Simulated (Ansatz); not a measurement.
# Work function of Rh(111): what the settings cost and change, part 2 of 2

Aim: the numerical settings behind the work function of Rh(111), with the cost of each.

Ansatz 0.2.0; plane-wave DFT, PBE, Ansatz PAW.

So far. Step 6 (Run): The work function is 5.006 eV, -0.159 eV from the run “cutoff 420 eV”, at 0.10 times its CPU time. Step 7 (Slab): The work function is 5.151 eV, -0.015 eV from the run “cutoff 420 eV”, at 0.20 times its CPU time.

## Step 8: Run

File input.yaml:

```yaml
crystal:
  lattice:
    - [2.6870057685, 0.0, 0.0]
    - [1.3435028843, 2.3270152556, 0.0]
    - [0.0, 0.0, 31.1635861375]
  atoms:
    - { symbol: Rh, position: [0.0, 0.0, 0.2887985985] }
    - { symbol: Rh, position: [0.3333333333, 0.3333333333, 0.3591990657] }
    - { symbol: Rh, position: [0.6666666667, 0.6666666667, 0.4295995328] }
    - { symbol: Rh, position: [0.0, 0.0, 0.5] }
    - { symbol: Rh, position: [0.3333333333, 0.3333333333, 0.5704004672] }
    - { symbol: Rh, position: [0.6666666667, 0.6666666667, 0.6408009343] }
    - { symbol: Rh, position: [0.0, 0.0, 0.7112014015] }
kpoints:
  mp_grid: { grid: [11, 11, 1] }
hamiltonian:
  xc: pbe
scf:
  occupations: { method: fermi_dirac, width: 0.1 }
  convergence: { dr2_threshold: 1.0e-09 }
efield:
  axis: 3
  dipole_correction: true
  ramp_position: 0.97
  ramp_width: 0.06
output:
  write_potential: true
  write_density: true
  volumetric_format: npy
```

Command:

```bash
> ansatz run input.yaml --threads 2 --pin off --max-ram 3072MiB --backend cpu --events-out ev --progress --plain --runs-dir out
```

Numbers of over 12 decimals in the logs are rounded to 6 here.

What it wrote:

```text
[...]
Crystal: 7 atoms, lattice volume = 194.857 Å³
Basis set: ecut = 420 eV, 3879 PW (Γ)
Bands: 72, of which v1, the nominal top of the filled ones, is band 60 counted from 1 (59 counted from 0)
Symmetry: 6 space group operations
k-points: 16 of 121 (time reversal used)
[...]
k-point 0: bands = [... 56 lower, 7.4193, 7.4193, 7.5761, 7.5761, 7.7588, 7.9086, 7.9086, 8.3798, ... 8 higher]
  k-point 1: bands = [... 56 lower, 7.1331, 7.3976, 7.4176, 7.6135, 7.6452, 7.7896, 7.9313, 7.9541, ... 8 higher]
  k-point 2: bands = [... 56 lower, 6.8932, 7.0590, 7.1555, 7.3838, 7.6020, 7.6994, 7.9760, 8.3655, ... 8 higher]
  k-point 15: bands = [... 56 lower, 8.3069, 8.4574, 8.5044, 8.7040, 8.7653, 8.8978, 8.9416, 14.3763, ... 8 higher]
[key lines of the parts left out:]
SCF converged after 10 iterations
Free energy (F): -44818.766510 eV
Fermi energy:    8.449889 eV
Dipole field:    D = 0.000003 V/Å  (p = 0.000003 e·Å, saw-weighted, corrected)
Work function:   Φ+ = 5.1702 eV   Φ− = 5.1703 eV
```

It took 36 s on 2 threads of Arm Neoverse N1, shared host; peak memory 0.53 GiB; 60 s of CPU time.

The work function is 5.170 eV, +0.005 eV from the run “cutoff 420 eV”, at 0.48 times its CPU time.

## Step 9: Slab

input.yaml, as its differences from that of step 8:

```diff
@@ -14,3 +14,3 @@
 kpoints:
-  mp_grid: { grid: [11, 11, 1] }
+  mp_grid: { grid: [26, 26, 1] }
 hamiltonian:
```

What it wrote:

```text
[...]
Crystal: 7 atoms, lattice volume = 194.857 Å³
Basis set: ecut = 420 eV, 3879 PW (Γ)
Bands: 72, of which v1, the nominal top of the filled ones, is band 60 counted from 1 (59 counted from 0)
Symmetry: 6 space group operations
k-points: 70 of 676 (time reversal used)
[...]
k-point 0: bands = [... 56 lower, 7.4205, 7.4205, 7.5759, 7.5759, 7.7606, 7.9129, 7.9129, 8.3810, ... 8 higher]
  k-point 1: bands = [... 56 lower, 7.4584, 7.4709, 7.4914, 7.5921, 7.6194, 7.9178, 8.0094, 8.3772, ... 8 higher]
  k-point 2: bands = [... 56 lower, 7.1913, 7.4252, 7.4397, 7.6335, 7.6667, 7.8975, 7.9301, 8.0164, ... 8 higher]
  k-point 69: bands = [... 56 lower, 8.3094, 8.4579, 8.5238, 8.6403, 8.7584, 8.8233, 8.8611, 14.9241, ... 8 higher]
[key lines of the parts left out:]
SCF converged after 9 iterations
Free energy (F): -44818.765223 eV
Fermi energy:    8.453404 eV
Dipole field:    D = 0.000001 V/Å  (p = 0.000001 e·Å, saw-weighted, corrected)
Work function:   Φ+ = 5.1625 eV   Φ− = 5.1626 eV
```

Wall time 2.3 min (2 threads); peak memory 1.1 GiB.

The work function is 5.163 eV, -0.003 eV from the run “cutoff 420 eV”, at 2.0 times its CPU time.

## Step 10: Run

input.yaml, as its differences from that of step 9:

```diff
@@ -14,3 +14,3 @@
 kpoints:
-  mp_grid: { grid: [26, 26, 1] }
+  mp_grid: { grid: [17, 17, 1] }
 hamiltonian:
@@ -18,3 +18,3 @@
 scf:
-  occupations: { method: fermi_dirac, width: 0.1 }
+  occupations: { method: gaussian, width: 0.05 }
   convergence: { dr2_threshold: 1.0e-09 }
```

What it wrote:

```text
[...]
Crystal: 7 atoms, lattice volume = 194.857 Å³
Basis set: ecut = 420 eV, 3879 PW (Γ)
Bands: 72, of which v1, the nominal top of the filled ones, is band 60 counted from 1 (59 counted from 0)
Symmetry: 6 space group operations
k-points: 33 of 289 (time reversal used)
[...]
k-point 0: bands = [... 56 lower, 7.4176, 7.4176, 7.5690, 7.5690, 7.7572, 7.9065, 7.9065, 8.3802, ... 8 higher]
  k-point 1: bands = [... 56 lower, 7.2882, 7.4378, 7.4527, 7.6092, 7.6545, 7.9172, 8.0130, 8.1859, ... 8 higher]
  k-point 2: bands = [... 56 lower, 7.0354, 7.2952, 7.3765, 7.4313, 7.6111, 7.6566, 7.9406, 8.0099, ... 8 higher]
  k-point 32: bands = [... 56 lower, 8.3027, 8.4525, 8.5030, 8.6674, 8.7444, 8.8434, 8.8838, 14.7210, ... 8 higher]
[key lines of the parts left out:]
SCF converged after 10 iterations
Free energy (F): -44818.610953 eV
Fermi energy:    8.458363 eV
Dipole field:    D = 0.000000 V/Å  (p = 0.000000 e·Å, saw-weighted, corrected)
Work function:   Φ+ = 5.1618 eV   Φ− = 5.1618 eV
```

Wall time 66 s (2 threads); peak memory 0.72 GiB.

The work function is 5.162 eV, -0.004 eV from the run “cutoff 420 eV”, at 0.93 times its CPU time.

## Step 11: Run

input.yaml, as its differences from that of step 10:

```diff
@@ -18,3 +18,3 @@
 scf:
-  occupations: { method: gaussian, width: 0.05 }
+  occupations: { method: methfessel_paxton, width: 0.2 }
   convergence: { dr2_threshold: 1.0e-09 }
```

What it wrote:

```text
[...]
Crystal: 7 atoms, lattice volume = 194.857 Å³
Basis set: ecut = 420 eV, 3879 PW (Γ)
Bands: 72, of which v1, the nominal top of the filled ones, is band 60 counted from 1 (59 counted from 0)
Symmetry: 6 space group operations
k-points: 33 of 289 (time reversal used)
[...]
k-point 0: bands = [... 56 lower, 7.4109, 7.4109, 7.5684, 7.5684, 7.7546, 7.9037, 7.9037, 8.3753, ... 8 higher]
  k-point 1: bands = [... 56 lower, 7.2836, 7.4356, 7.4507, 7.6066, 7.6518, 7.9143, 8.0100, 8.1847, ... 8 higher]
  k-point 2: bands = [... 56 lower, 7.0315, 7.2931, 7.3748, 7.4287, 7.6094, 7.6534, 7.9375, 8.0086, ... 8 higher]
  k-point 32: bands = [... 56 lower, 8.2987, 8.4505, 8.5006, 8.6645, 8.7424, 8.8373, 8.8818, 14.7156, ... 8 higher]
[key lines of the parts left out:]
SCF converged after 9 iterations
Free energy (F): -44818.599464 eV
Fermi energy:    8.452933 eV
Dipole field:    D = -0.000000 V/Å  (p = -0.000000 e·Å, saw-weighted, corrected)
Work function:   Φ+ = 5.1700 eV   Φ− = 5.1700 eV
```

The job ended after 66 s (2 threads; peak memory 0.72 GiB; 1.9 min of CPU time).

The work function is 5.170 eV, +0.005 eV from the run “cutoff 420 eV”, at 0.93 times its CPU time.

## Step 12: Run

input.yaml, as its differences from that of step 11:

```diff
@@ -18,3 +18,3 @@
 scf:
-  occupations: { method: methfessel_paxton, width: 0.2 }
+  occupations: { method: fermi_dirac, width: 0.3 }
   convergence: { dr2_threshold: 1.0e-09 }
```

What it wrote:

```text
band count auto-derived: 78 (N_el = 119.0; filled up to band 60; 72 by the electrons, moments and atoms)
[...]
Crystal: 7 atoms, lattice volume = 194.857 Å³
Basis set: ecut = 420 eV, 3879 PW (Γ)
Bands: 78, of which v1, the nominal top of the filled ones, is band 60 counted from 1 (59 counted from 0)
Symmetry: 6 space group operations
[...]
k-point 0: bands = [... 56 lower, 7.4665, 7.4665, 7.6091, 7.6091, 7.7711, 7.9399, 7.9399, 8.3973, ... 14 higher]
  k-point 1: bands = [... 56 lower, 7.3197, 7.4892, 7.5031, 7.6497, 7.6874, 7.9516, 8.0193, 8.2032, ... 14 higher]
  k-point 2: bands = [... 56 lower, 7.0791, 7.3185, 7.4199, 7.4372, 7.6339, 7.6952, 7.9770, 8.0464, ... 14 higher]
  k-point 32: bands = [... 56 lower, 8.3240, 8.4650, 8.5625, 8.7186, 8.7987, 8.8954, 8.9423, 14.7620, ... 14 higher]
[key lines of the parts left out:]
SCF converged after 11 iterations
Free energy (F): -44820.155587 eV
Fermi energy:    8.467469 eV
Dipole field:    D = 0.000001 V/Å  (p = 0.000001 e·Å, saw-weighted, corrected)
Work function:   Φ+ = 5.1386 eV   Φ− = 5.1386 eV
```

The job ended after 84 s (2 threads; peak memory 0.77 GiB; 2.4 min of CPU time).

The work function is 5.139 eV, -0.027 eV from the run “cutoff 420 eV”, at 1.2 times its CPU time.

## Step 13: Run

input.yaml, as its differences from that of step 12:

```diff
@@ -18,3 +18,3 @@
 scf:
-  occupations: { method: fermi_dirac, width: 0.3 }
+  occupations: { method: cold, width: 0.1 }
   convergence: { dr2_threshold: 1.0e-09 }
```

What it wrote:

```text
[...]
Crystal: 7 atoms, lattice volume = 194.857 Å³
Basis set: ecut = 420 eV, 3879 PW (Γ)
Bands: 72, of which v1, the nominal top of the filled ones, is band 60 counted from 1 (59 counted from 0)
Symmetry: 6 space group operations
k-points: 33 of 289 (time reversal used)
[...]
k-point 0: bands = [... 56 lower, 7.4115, 7.4115, 7.5662, 7.5662, 7.7539, 7.9023, 7.9023, 8.3747, ... 8 higher]
  k-point 1: bands = [... 56 lower, 7.2835, 7.4341, 7.4491, 7.6053, 7.6505, 7.9129, 8.0086, 8.1830, ... 8 higher]
  k-point 2: bands = [... 56 lower, 7.0308, 7.2915, 7.3730, 7.4274, 7.6079, 7.6523, 7.9362, 8.0070, ... 8 higher]
  k-point 32: bands = [... 56 lower, 8.2979, 8.4486, 8.4993, 8.6633, 8.7411, 8.8377, 8.8804, 14.7157, ... 8 higher]
[key lines of the parts left out:]
SCF converged after 10 iterations
Free energy (F): -44818.604796 eV
Fermi energy:    8.451754 eV
Dipole field:    D = 0.000001 V/Å  (p = 0.000001 e·Å, saw-weighted, corrected)
Work function:   Φ+ = 5.1724 eV   Φ− = 5.1724 eV
```

The job ended after 68 s (2 threads; peak memory 0.72 GiB; 2 min of CPU time).

The work function is 5.172 eV, +0.007 eV from the run “cutoff 420 eV”, at 0.95 times its CPU time.

## Step 14: The series together

Times are for 2 threads of Arm Neoverse N1, shared host. The runs compared:

```tsv
no.	setting	work function, upper face (eV)	time	memory (GiB)
1	cutoff 200 eV	5.857	33 s	0.42
2	cutoff 300 eV	5.172	51 s	0.53
3	cutoff 420 eV	5.165	70 s	0.72
4	cutoff 600 eV	5.165	2 min	1.1
5	mesh 3x3	5.006	11 s	0.41
6	mesh 6x6	5.151	16 s	0.45
7	mesh 11x11	5.170	36 s	0.53
8	mesh 26x26	5.163	2.3 min	1.1
9	Gaussian smearing 0.05 eV	5.162	66 s	0.72
10	methfessel_paxton smearing 0.2 eV	5.170	66 s	0.72
11	fermi_dirac smearing 0.3 eV	5.139	84 s	0.77
12	cold smearing 0.1 eV	5.172	68 s	0.72
```

## Step 15: A changed input

An input spoilt on purpose, to show how the run answers: it repeats the earlier run “cutoff 200 eV” with total_charge to 6, and scf.max_iter set to 80; its output block differs too.

input.yaml, as its differences from that of step 13:

```diff
@@ -18,4 +18,5 @@
 scf:
-  occupations: { method: cold, width: 0.1 }
+  occupations: { method: fermi_dirac, width: 0.1 }
   convergence: { dr2_threshold: 1.0e-09 }
+  max_iter: 80
 efield:
@@ -25,2 +26,4 @@
   ramp_width: 0.06
+basis:
+  ecutwfc: "200 eV"
 output:
@@ -29 +32,2 @@
   volumetric_format: npy
+total_charge: 6
```

What it wrote:

```text
Error: efield: with total_charge ≠ 0 without external_charges — the saw-weighted dipole of a charged cell depends on the ramp position (the isolated-slab reference a dipole correction restores does not exist for a charged slab), so the field energy is ill-defined under the jellium convention; neutralise the cell or drop the efield: block, which crystal.periodic lets a charged slab do
```

Run time: 0.03 s. Hardware: 2 threads; peak memory 0.06 GiB.

The program refused the input before any cycle.

The program's message: “Error: efield: with total_charge ≠ 0 without external_charges — the saw-weighted dipole of a charged cell depends on the ramp position (the isolated-slab reference a dipole correction restores does no …”

The fault put into the input: a net charge in a cell with a dipole correction and no gate.

## Step 16: Outcome

```yaml
work_function_cutoff_200_ev: 5.857 eV
work_function_cutoff_420_ev: 5.165 eV
work_function_cutoff_600_ev: 5.165 eV
work_function_mesh_3x3: 5.006 eV
```

The run at the highest cutoff gives 5.17 eV, and the settings tried spread the value from 5.01 to 5.86 eV. Against 600 eV, a cutoff of 200 eV is off by +0.692 eV. Against 600 eV, a cutoff of 420 eV is off by +0.000 eV. Against the finest mesh, 26 points along a, the coarser ones are off by -0.16 (3), -0.01 (6) and +0.01 (11) eV. The smearing schemes and widths spread it over 0.03 eV. The program marks the value as in doubt in “cutoff 200 eV”. The ladder's slabs use the tabulated experimental lattice constant (two decimals; a low-temperature value for the alkali metals). In 1 run of the series (cutoff 200 eV) the program warns that electrons reach the sawtooth's ramp, which makes dipole and work function less sure.

Computed beside measured:

| quantity | measured | cutoff 600 eV |
| --- | --- | --- |
| work function (clean (111) face, a compiled value) (eV) | 5.46 | 5.17 (-0.29 eV) |

Measured values from arxiv:1902.07811 (2019).

Verdict: The work function is off by -0.29 eV: fair agreement. The grades are ours: good and fair within 3 and 7 % for the work function. No cell relaxation is part of this session.

[Logs are printed without paths, hosts, clocks, repeated set-up lines and the standing remarks that a program may print on its own settings, such as how far it seeks lower states.]

[Hosts, paths, dates, database ids (printed as entryN), source tags and the programs' standing remarks are cut or masked in the printed files.]

[Maps of the electrostatic potential energy from Ansatz leave out the sawtooth potential of an applied field or a dipole correction, so their vacuum need not be flat; planar profiles and work functions include it.]
